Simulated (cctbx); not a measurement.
**What is wrong with this refinement?**

Cell a = 9.6220 Å, b = 3.3430 Å, c = 7.9790 Å, α = 90.00°, β = 119.58°, γ = 90.00°; space group Cm (no. 8).

The data are simulated with cctbx, not measured: Ag Kα, λ = 0.56087 Å, to d = 0.65 Å, 80 % of the full sphere, strongest reflection 5000 counts, noise from counting, a 1.5 % proportional error and a noise floor of 4 counts (s.d.); no absorption, and some extinction, which the refinements don't model.

An anisotropic refinement with weights 1/σ² prints:

```text
Rint 0.026, 886 unique reflections to 0.65 A
cycle     R1     wR2    GooF  max shift (A)
   1  0.0827  0.1730   3.688   0.00627
   3  0.0397  0.0920   1.962   0.00041
final R1 0.0397 wR2 0.0920 GooF 1.962  parameters 36  data/parameter 24.6
atom        x        y        z      Ueq    occ   su(xyz)  su(Uiso or U11)
Ir1    0.34647  0.50000  0.81104   0.0073  1.000  0.00017  0.0007
Ir2    0.65873  0.50000  0.18541   0.0084  1.000  0.00016  0.0007
Ru1    0.90419  0.50000  0.10341  -0.0052  1.000  0.00042  0.0013  NPD
Sb1    0.09181  0.50000  0.87944   0.0069  1.000  0.00039  0.0012
Nb1    0.14572  0.00000  0.52290   0.0074  1.000  0.00053  0.0016
Nb2    0.85264  0.00000  0.47311   0.0135  1.000  0.00062  0.0019
difference map: max 8.13 min -3.97 rms 0.95
Q1    0.4030  0.0000  0.1174    2    8.23  0.12 A from Ru1
Q2    0.1151  0.5000  0.9238    2    6.69  0.31 A from Sb1
Q3    0.3294  0.0000  0.9195    2    2.98  1.28 A from Ru1
Q4    0.3861  0.0000  0.5184    2    2.36  1.71 A from Nb2
Q5    0.1827  0.2311  0.0143    4    2.36  1.34 A from Sb1
Q6    0.3161  0.5000  0.0743    2    2.15  1.84 A from Ru1
```

Q: Accept it or mend it, and why?

Mend it. The fault: wrong element: Ru1 is Te. Against the right model at the same level, R1 goes from 0.0224 to 0.0397 and GooF from 1.00 to 1.96, U of Ru1 shrinks from 0.0093 to -0.0052 Å², the top difference peak, 8.2 e/Å³, lies on Ru1 and Ru1 goes non-positive-definite. Ru1 has 8 electrons too few and its U shrinks to make up, as expected.

The compound is Nb2SbTeIr2. The right model at the same level gives:

```text
Rint 0.026, 886 unique reflections to 0.65 A
cycle     R1     wR2    GooF  max shift (A)
   1  0.0227  0.0476   1.016   0.00162
   2  0.0224  0.0470   1.003   0.00011
final R1 0.0224 wR2 0.0470 GooF 1.003  parameters 36  data/parameter 24.6
atom        x        y        z      Ueq    occ   su(xyz)  su(Uiso or U11)
Ir1    0.34652  0.50000  0.81087   0.0063  1.000  0.00009  0.0003
Ir2    0.65888  0.50000  0.18546   0.0075  1.000  0.00009  0.0004
Te1    0.90432  0.50000  0.10331   0.0093  1.000  0.00019  0.0006
Sb1    0.09133  0.50000  0.87856   0.0087  1.000  0.00020  0.0006
Nb1    0.14561  0.00000  0.52362   0.0071  1.000  0.00027  0.0008
Nb2    0.85263  0.00000  0.47429   0.0114  1.000  0.00031  0.0009
Flack x: 0.02(3)
Hooft y: 0.042(39)  Bijvoet pairs: 402
difference map: max 1.87 min -2.09 rms 0.45
Q1    0.4343  0.5000  0.9741    2    1.93  1.15 A from Ir1
Q2    0.4861  0.5000  0.6601    2    1.78  1.40 A from Nb2
Q3    0.2343  0.2064  0.8646    4    1.65  1.66 A from Ir1
Q4    0.3700  0.0000  0.2085    2    1.61  1.04 A from Te1
Q5    0.4741  0.0000  0.7012    2    1.61  1.30 A from Sb1
Q6    0.2473  0.5000  0.7333    2    1.59  0.84 A from Ir1
```

The model is made up (kin elements in a known structure type, no relaxation), so it says nothing on whether the phase exists.

[Middle refinement cycles are left out of these outputs.]

[Logs are printed without paths, hosts, clocks, repeated set-up lines and the standing remarks that a program may print on its own settings, such as how far it seeks lower states.]
